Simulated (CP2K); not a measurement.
Consider dimethyl sulfide at its PBE geometry (Å).

```xyz
9

C     1.2840    0.4217    0.2183
S     0.0296    0.5352   -1.0837
C    -1.2826   -0.4015   -0.2586
H     1.5503   -0.6265    0.4141
H     2.1756    0.9563   -0.1321
H     0.9281    0.8905    1.1465
H    -0.9579   -1.4310   -0.0513
H    -2.1469   -0.4304   -0.9338
H    -1.5801    0.0858    0.6807
```

Method: CP2K XAS_TDP, all-electron GAPW, PBEh(45%), aug-cc-pVDZ, TDA, no relativity.

Predict the bright core excitations at the C K edge.

Leading lines: C1 283.97 eV. The leading line of an atom is its first one with 35 % of the strongest within 2.5 eV of its lowest line over the strength cut. 

The first six lines of each atom with a strength over 0.0015:

```
                             atom  energy (eV)  states  strength, one atom
C1 (bonded to S and 3 H), 2 alike       283.97       1              0.0360
                                        284.37       1              0.0079
                                        285.07       1              0.0200
                                        285.19       1              0.0222
                                        285.66       1              0.0057
                                        286.01       1              0.0059
```

Lines are vertical, at one geometry, with no vibrational structure. Without a correction of the core level, line positions, and the gaps between valence and Rydberg lines, follow the share of exact exchange. At this level such K lines come out 3 to 6 eV under measured ones. These values hold no scalar relativity, about 0.1 eV for C 1s. Rydberg lines, and the discretised continuum above threshold, depend on the basis and the box.

[Banner, clock and machine lines of the logs are left out without a mark of their own.]

[Logs are printed without paths, hosts, clocks, repeated set-up lines and the standing remarks that a program may print on its own settings, such as how far it seeks lower states.]

[Hosts, paths, dates, database ids (printed as entryN), source tags and the programs' standing remarks are cut or masked in the printed files.]
